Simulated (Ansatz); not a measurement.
# Static equation of state of glassy 96GeO2-4CaO (mol %) (71 atoms)

Density of this cell: 3.79 g/cm³. The cell holds 71 atoms: 23 Ge, 1 Ca and 47 O. Cell: a = 10.234 Å, b = 10.251 Å, c = 10.285 Å, α = 89.0°, β = 91.7°, γ = 91.3°. The starting structure: 71 atoms (23 Ge, 1 Ca, 47 O) placed at random at 3.67 g/cm³, melted at 4000 K for 10 ps at fixed volume with the Morse and Coulomb pair potential with partial charges (Pedone, Malavasi, Menziani, Cormack and Segre, J. Phys. Chem. B 110, 11780 (2006)). Quenched from 2500 K to 300 K at 500 K/ps and fixed volume, held 10 ps at zero pressure.

Calculated with Ansatz 0.2.0: Kohn-Sham DFT, PBE, PAW (set soft_2), plane waves; cutoff 420 eV, Γ point, fermi-dirac smearing of 0.05 eV. Cell and atoms were relaxed first, to V0 = 15.184 Å³ an atom at a residual P0 = -0.015 GPa. The cell was then scaled evenly, and the atoms were relaxed at each volume.

| volume (Å³/atom) | pressure (GPa) |
| --- | --- |
| 13.666 | 4.618 |
| 14.273 | ? |
| 14.729 | 1.195 |
| 15.640 | -1.051 |
| 16.095 | -1.195 |

**Question.** Fit the third-order Birch–Murnaghan equation to the rows given and interpolate to the withheld row.

Worked fit:

Take the Eulerian strain f = ½[(V0/V)^(2/3) − 1] and the normalised pressure F = (P − P0) / [3f(1 + 2f)^(5/2)]. The third-order Birch–Murnaghan equation is then the line F = B0 + (3/2)B0(B′ − 4) f, so u = f and v = F.

```
      u = f  v = F (GPa)
  0.0363830      35.6140
  0.0102570      37.3900
-0.00975648      37.1655
 -0.0190505      22.7463
```

With n = 4: mean u = 0.00445824, mean v = 33.2289, Σ(u − ū)² = 0.0018075, Σ(u − ū)(v − v̄) = 0.29075. Slope b = 0.29075 / 0.0018075 = 160.85; intercept a = v̄ − b ū = 32.512.

So B0 = a = 32.5 GPa and B′ = 4 + 2b/(3a) = 7.30. At the withheld volume f = 0.02106, F = a + b f = 35.90 GPa, and P = P0 + 3f(1 + 2f)^(5/2) F.

Prediction at 14.273: 2.499 GPa. The run gave 2.504 GPa, so the fit is low by 0.0051 GPa (0.20 % of the value).

The series isn't one smooth equation of state: even a line fitted to all rows, the withheld one included, misses F by up to 29.5 % and an atom moves over 0.5 Å in some relaxation. B0 and B′ are then only the numbers of this fit, not moduli of the material. Among the rows given, the largest miss of the fit is at 13.666, by 0.36 GPa (6.2 % of the range of the table).

Limits: Static cells at zero temperature; the cell shape is held. The program notes that the SCF threshold of these relaxations is loose for the stress. The quench rate of 500 K/ps is many orders above laboratory rates, so the cell is likely richer in defects and strain than a real sample. The network of bonds at the start is that of the classical potential that made the cell, and needn't be the one that DFT or experiment would give. Only the Γ point is sampled, in a cell whose shortest periodic width is 10 Å.

[Logs are printed without paths, hosts, clocks, repeated set-up lines and the standing remarks that a program may print on its own settings, such as how far it seeks lower states.]

[Hosts, paths, dates, database ids (printed as entryN), source tags and the programs' standing remarks are cut or masked in the printed files.]
